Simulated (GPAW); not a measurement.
## Optical response of SnO2 (Cassiterite)

Aim: the dielectric function of SnO2 (Cassiterite), and the optical constants that follow from it.

Main program and level: GPAW 26.7.0; DFT, PBE, plane-wave PAW (GPAW data sets), scalar-relativistic, RPA, optical limit.

### Step 1. The structure

The structure is tetragonal, space group P4_2/mnm (No. 136). Conventional cell: a = 4.738 Å, b = 4.738 Å, c = 3.187 Å, α = 90.00°, β = 90.00°, γ = 90.00°. Sn has 6 O at 2.05 to 2.06 Å nearest. Nearest to O lie 3 Sn at 2.05 to 2.06 Å. Farther neighbours and most contacts between anions are not listed.

Coordinates:

```cif
data_structure
_symmetry_space_group_name_H-M 'P 1'
_symmetry_Int_Tables_number 1
_cell_length_a 4.7380
_cell_length_b 4.7380
_cell_length_c 3.1865
_cell_angle_alpha 90.000
_cell_angle_beta 90.000
_cell_angle_gamma 90.000
_cell_volume 71.53
loop_
_atom_site_label
_atom_site_type_symbol
_atom_site_fract_x
_atom_site_fract_y
_atom_site_fract_z
_atom_site_occupancy
Sn1 Sn 0.50000 0.50000 0.50000 1
Sn2 Sn 0.00000 0.00000 0.00000 1
O3 O 0.80710 0.19290 0.50000 1
O4 O 0.69290 0.69290 0.00000 1
O5 O 0.19290 0.80710 0.50000 1
O6 O 0.30710 0.30710 0.00000 1
```

### Step 2. Ground state

First the ground state: is it a metal or has it a gap?

This step: DFT, PBE, plane-wave PAW (GPAW data sets), scalar-relativistic, ground state (GPAW 26.7.0).

The input, gs.py:

```python
from ase import Atoms
from ase.dft.bandgap import bandgap
from gpaw import GPAW, PW, FermiDirac

atoms = Atoms(['Sn', 'Sn', 'O', 'O', 'O', 'O'],
              cell=[[4.738000000000, 0.000000000000, 0.000000000000],
                    [0.000000000000, 4.738000000000, 0.000000000000],
                    [0.000000000000, 0.000000000000, 3.186500000000]],
              scaled_positions=[[0.500000000000, 0.500000000000, 0.500000000000],
                                [0.000000000000, 0.000000000000, 0.000000000000],
                                [0.807100000000, 0.192900000000, 0.500000000000],
                                [0.692900000000, 0.692900000000, 0.000000000000],
                                [0.192900000000, 0.807100000000, 0.500000000000],
                                [0.307100000000, 0.307100000000, 0.000000000000]],
              pbc=[True, True, True])
atoms.calc = GPAW(mode=PW(550), xc='PBE', kpts={'size': (5, 5, 8), 'gamma': True},
                  occupations=FermiDirac(0.05), maxiter=150, txt='gs.txt')
print('energy (eV)', atoms.get_potential_energy())
print('Fermi level (eV)', atoms.calc.get_fermi_level())
print('valence electrons', atoms.calc.get_number_of_electrons())
print('gap (eV)', bandgap(atoms.calc, output=None)[0])
print('direct gap (eV)', bandgap(atoms.calc, direct=True, output=None)[0])
atoms.calc.write('gs.gpw')
```

Run with:

```sh
> OMP_NUM_THREADS=1 python gs.py
```

Numbers of over 12 decimals in the logs are rounded to 6 here.

The log of the run:

```text
__  _  _
 | _ |_)|_||  |
 |__||  | ||/\| - 26.7.0

Versions:
  Python: 3.12.14
  ASE:    3.29.0
  Numpy:  2.5.5
  Scipy:  1.18.1
  Libxc:  7.0.0

Input parameters:
  mode=PW(ecut=550.0),
  kpts=MonkhorstPack(size=(5, 5, 8), gamma=True),
  maxiter=150,
  occupations=Occupations(name='fermi-dirac', width=0.05, fixmagmom=False),
  xc=XC(name='PBE')

Diagonalizing LCAO Hamiltonian
Converting LCAO to pw mode
    .-----------.
   /|           |
  / |           |
 *  | O         |
 |  .---Sn-O----.
 | /       O   /
 |/   O       /
 Sn----------*

Atoms  # Å, Bohr magnetons
|   | symbol |        x |        y |        z |    initial magnetic moments |
| 0 |     Sn | 2.369000 | 2.369000 | 1.593250 | ( 0.0000,  0.0000,  0.0000) |
| 1 |     Sn | 0.000000 | 0.000000 | 0.000000 | ( 0.0000,  0.0000,  0.0000) |
| 2 |      O | 3.824040 | 0.913960 | 1.593250 | ( 0.0000,  0.0000,  0.0000) |
| 3 |      O | 3.282960 | 3.282960 | 0.000000 | ( 0.0000,  0.0000,  0.0000) |
| 4 |      O | 0.913960 | 3.824040 | 1.593250 | ( 0.0000,  0.0000,  0.0000) |
| 5 |      O | 1.455040 | 1.455040 | 0.000000 | ( 0.0000,  0.0000,  0.0000) |

Unit cell  # Å
| periodic |        x |        y |        z |  lengths |    angles |
|      yes | 4.738000 | 0.000000 | 0.000000 | 4.738000 | 90.000000 |
|      yes | 0.000000 | 4.738000 | 0.000000 | 4.738000 | 90.000000 |
|      yes | 0.000000 | 0.000000 | 3.186500 | 3.186500 | 90.000000 |

Number of symmetries: 8
Symmetry operations  # r_c * U_cc + t_c -> r_c
|   | kind |            matrix            |
| 0 |  E   |  1, 0, 0,  0, 1, 0,  0, 0, 1 |
| 1 |  σ   |  1, 0, 0,  0, 1, 0,  0, 0,-1 |
| 2 |  σ   |  0, 1, 0,  1, 0, 0,  0, 0, 1 |
| 3 |  C2  |  0, 1, 0,  1, 0, 0,  0, 0,-1 |
| 4 |  σ   |  0,-1, 0, -1, 0, 0,  0, 0, 1 |
| 5 |  C2  |  0,-1, 0, -1, 0, 0,  0, 0,-1 |
| 6 |  C2  | -1, 0, 0,  0,-1, 0,  0, 0, 1 |
| 7 |  i   | -1, 0, 0,  0,-1, 0,  0, 0,-1 |

BZ-sampling:
  Number of BZ points: 200
  Number of IBZ points: 45

  Monkhorst-Pack size: [5, 5, 8]
  Monkhorst-Pack shift: [0.0, 0.0, 0.0625]

K-points  # in reciprocal-cell coordinates
|     |                                coordinates |     weight |
|   0 | (  0.00000000,   0.00000000,   0.00000000) | 0.00500000 |
|   1 | (  0.00000000,   0.00000000,   0.12500000) | 0.01000000 |
|   2 | (  0.00000000,   0.00000000,   0.25000000) | 0.01000000 |
|   3 | (  0.00000000,   0.00000000,   0.37500000) | 0.01000000 |
|   4 | (  0.00000000,   0.00000000,   0.50000000) | 0.00500000 |
|   5 | (  0.20000000,  -0.20000000,   0.00000000) | 0.01000000 |
|   6 | (  0.20000000,  -0.20000000,   0.12500000) | 0.02000000 |
|   7 | (  0.20000000,  -0.20000000,   0.25000000) | 0.02000000 |
|   8 | (  0.20000000,  -0.20000000,   0.37500000) | 0.02000000 |
|   9 | (  0.20000000,  -0.20000000,   0.50000000) | 0.01000000 |
| ... |                                            |            |
|  44 | (  0.40000000,   0.40000000,   0.50000000) | 0.01000000 |

Plane wave coefficients: 2116
Cutoff: 550.0 eV

Spin-components: 1 (collinear spins)
Bands:           34
Projectors:      32
Spin-degeneracy: 2
Datatype:        complex128

Parallelization:
  kpt:    1
  domain: 1
  band:   1

Density:
  Valence electrons: 52.0
  Components: 1
  Grid points: [27 27 18]
  Charge: 0.0  # |e|

Potential:
  Grid points: [27 27 18]

species:
  Sn:
    name:    Tin
    id:
    Z:       50.0
    valence: 14
    core:    36
    charge:  0.0  # [|e|]
    compensation charges:
      type: gauss
      rc: 0.38  # [Å]
      lmax: 2
    cutoffs:
      filter: 2.23  # [Å]
      core: 2.35  # [Å]
    projectors
    | kind |    occ | energy [eV] | rcut [Å] |
    |   5s |  2.000 |     -10.538 |    1.201 |
    |   5p |  2.000 |      -3.696 |    1.270 |
    |   4d | 10.000 |     -25.845 |    1.185 |
    |    s |        |      16.674 |    1.201 |
    |    p |        |      23.515 |    1.270 |
    |    d |        |       1.367 |    1.185 |

    Using partial waves for Sn as LCAO basis

  O:
    name:    Oxygen
    id:
    Z:       8.0
    valence: 6
    core:    2
    charge:  0.0  # [|e|]
    compensation charges:
      type: gauss
      rc: 0.21  # [Å]
      lmax: 2
    cutoffs:
      filter: 1.17  # [Å]
      core: 0.83  # [Å]
    projectors
    | kind |    occ | energy [eV] | rcut [Å] |
    |   2s |  2.000 |     -23.961 |    0.688 |
    |   2p |  4.000 |      -9.029 |    0.598 |
    |    s |        |       3.251 |    0.688 |
    |    p |        |      18.182 |    0.598 |
    |    d |        |       0.000 |    0.619 |

    Using partial waves for O as LCAO basis

Reference energy: -344184.795819  # eV

eigensolver:
  PPCG
  Converge bands: occupied
  niter=2

density mixing:
  MSR1-Mixer
  Pratt-step length: 0.05
  Maximum mixing coefficient: 0.75
  Old densities: 10
  SVD Regularization: 0.005
  Good broyden scale: 1.0
  Trust region scale: 1.0
  Backstep threshold: 4.0
  History deletion threshold: 6.0
  Fourier metric: weight=20.0, sigma=0.015

occupation numbers:
  Fermi-Dirac:
    width: 0.0500  # eV

poisson solver:
  ecut: 4400.0  # eV

xc functional:
  name: PBE with 2 nearest neighbor stencil

convergence criteria:
- Maximum [total energy] change in last 3 cyles: 0.0005 eV / valence electron
- Maximum integral of absolute [dens]ity change: 0.0001 electrons / valence electron
- Maximum integral of absolute [eigenst]ate change: 4e-08 eV^2 / valence electron
maximum number of iterations: 150

SCF iterations
|iter     |      energy | eigst |  dens |
|iter:   1||  -43.722278 | +0.19 |       |
|iter:   2||  -42.206375 | -1.30 | -0.88 |
|iter:   3||  -37.995084 | -0.41 | -0.93 |
|iter:   4||  -37.990188 | -2.74 | -1.51 |
|iter:   5||  -38.000403c| -3.24 | -1.81 |
|iter:   6||  -38.000864c| -4.61 | -2.88 |
|iter:   7||  -38.000961c| -5.24 | -3.31 |
|iter:   8||  -38.000949c| -5.83 | -3.80 |
|iter:   9||  -38.000950c| -7.27 | -4.31c|
|iter:  10||  -38.000950c| -7.69c| -4.94c|

Converged in 10 steps
SCF loop duration: 61.873 s (6.187 s/step)
Energy contributions relative to reference atoms: (reference = -344184.795819)

Energy contributions:
  Kinetic:          75.688296
  Coulomb:         -65.253828
  Zero:             -0.263360
  External:          0.000000
  Xc:              -48.172058
  Entropy:          -0.000000
  Spinorbit:         0.000000
  ----------------------------
  Free energy:     -38.000950
  Extrapolated:    -38.000950

dipole moment: (-15.483701, -15.483701, -28.307407)  # |e|*Ang

Fermi level: 6.738
Eigenvalues  # (at kpt = [0.000, 0.000, 0.000])
| band index |      eig [eV] | occ [0-2] |
|          0 |       -15.028 |     2.000 |
|        ... |               |           |
|         18 |         2.987 |     2.000 |
|         19 |         4.039 |     2.000 |
|         20 |         4.165 |     2.000 |
|         21 |         4.865 |     2.000 |
|         22 |         4.866 |     2.000 |
|         23 |         5.305 |     2.000 |
|         24 |         5.305 |     2.000 |
|         25 |         6.086 |     2.000 |
|         26 |         7.379 |     0.000 |
|         27 |        12.261 |     0.000 |
|         28 |        12.441 |     0.000 |
|         29 |        12.442 |     0.000 |
|         30 |        16.589 |     0.000 |
|         31 |        16.722 |     0.000 |
|         32 |        18.218 |     0.000 |
|         33 |        21.426 |     0.000 |

Gap: 1.293 eV
Transition (v -> c):
  (s=0, k=0, n=25, [0.00, 0.00, 0.00]) -> (s=0, k=0, n=26, [0.00, 0.00, 0.00])
No difference between direct/indirect transitions

--- standard output ---
energy (eV) -38.000950
Fermi level (eV) 6.738419
valence electrons 52.0
gap (eV) 1.292863
direct gap (eV) 1.292863
```

Run time: 67 s. Hardware: 1 thread of Arm Neoverse V1, shared host; peak memory 0.22 GiB.

Numbers from this step:

```
energy                 : -38.00 eV
Fermi energy           : 6.738 eV
gap on the k-mesh      : 1.293 eV
direct gap on the mesh : 1.293 eV
electrons              : 52
```

There is a gap, 1.29 eV on this mesh (points off the mesh can give less), so no carriers' term is needed.

### Step 3. Bands for the response

At the fixed density, many empty bands are solved on the mesh of the response, since the spectrum sums over them.

This step: DFT, PBE, plane-wave PAW (GPAW data sets), scalar-relativistic, bands at fixed density (GPAW 26.7.0).

The input, nscf.py:

```python
from ase.dft.bandgap import bandgap
from gpaw import GPAW, FermiDirac

calc = GPAW('gs.gpw').fixed_density(kpts={'size': (6, 6, 9), 'gamma': True}, nbands=72, convergence={'bands': 66},
                                    occupations=FermiDirac(0.001), txt='nscf.txt')
print('gap (eV)', bandgap(calc, output=None)[0])
print('direct gap (eV)', bandgap(calc, direct=True, output=None)[0])
print('top band over the Fermi level (eV)', min(calc.get_eigenvalues(kpt=k)[65] for k in range(len(calc.get_ibz_k_points()))) - calc.get_fermi_level())
calc.write('full.gpw', mode='all')
```

Run with:

```sh
> OMP_NUM_THREADS=1 python nscf.py
```

The log of the run:

```text
Diagonalizing LCAO Hamiltonian
Converting LCAO to pw mode
convergence criteria:
- Maximum integral of absolute [eigenst]ate change: 4e-08 eV^2 / valence electron
maximum number of iterations: 150

SCF iterations
|iter     |      energy | eigst |  dens |
|iter:   1||             | +3.36 |       |
|iter:   2||             | +2.13 |       |
|iter:   3||             | +1.08 |       |
|iter:   4||             | +0.23 |       |
|iter:   5||             | -0.37 |       |
|iter:   6||             | -0.85 |       |
|iter:   7||             | -1.29 |       |
|iter:   8||             | -1.69 |       |
|iter:   9||             | -2.09 |       |
|iter:  10||             | -2.47 |       |
|iter:  11||             | -2.88 |       |
|iter:  12||             | -3.29 |       |
|iter:  13||             | -3.69 |       |
|iter:  14||             | -4.10 |       |
|iter:  15||             | -4.49 |       |
|iter:  16||             | -4.88 |       |
|iter:  17||             | -5.25 |       |
|iter:  18||             | -5.61 |       |
|iter:  19||             | -5.95 |       |
|iter:  20||             | -6.30 |       |
|iter:  21||             | -6.64 |       |
|iter:  22||             | -6.98 |       |
|iter:  23||             | -7.30 |       |
|iter:  24||             | -7.60c|       |
SCF steps: 24
  __  _  _
 | _ |_)|_||  |
 |__||  | ||/\| - 26.7.0

Versions:
  Python: 3.12.14
  ASE:    3.29.0
  Numpy:  2.5.5
  Scipy:  1.18.1
  Libxc:  7.0.0

Input parameters:
  mode=PW(ecut=550.0),
  convergence={'bands': 66},
  gpts=array([27, 27, 18]),
  kpts=MonkhorstPack(size=(6, 6, 9), gamma=True),
  maxiter=150,
  nbands=72,
  occupations=Occupations(name='fermi-dirac', width=0.001, fixmagmom=False),
  parallel={},
  xc=XC(name='PBE')

--- standard output ---
gap (eV) 1.292863
direct gap (eV) 1.292863
top band over the Fermi level (eV) 33.187450
```

Wall time 6.7 min (1 thread); peak memory 0.36 GiB.

(Part 1 of 2 ends here.)

[Machine, clock and banner lines and Python warnings are left out of the logs.]

[Logs are printed without paths, hosts, clocks, repeated set-up lines and the standing remarks that a program may print on its own settings, such as how far it seeks lower states.]

[Hosts, paths, dates, database ids (printed as entryN), source tags and the programs' standing remarks are cut or masked in the printed files.]
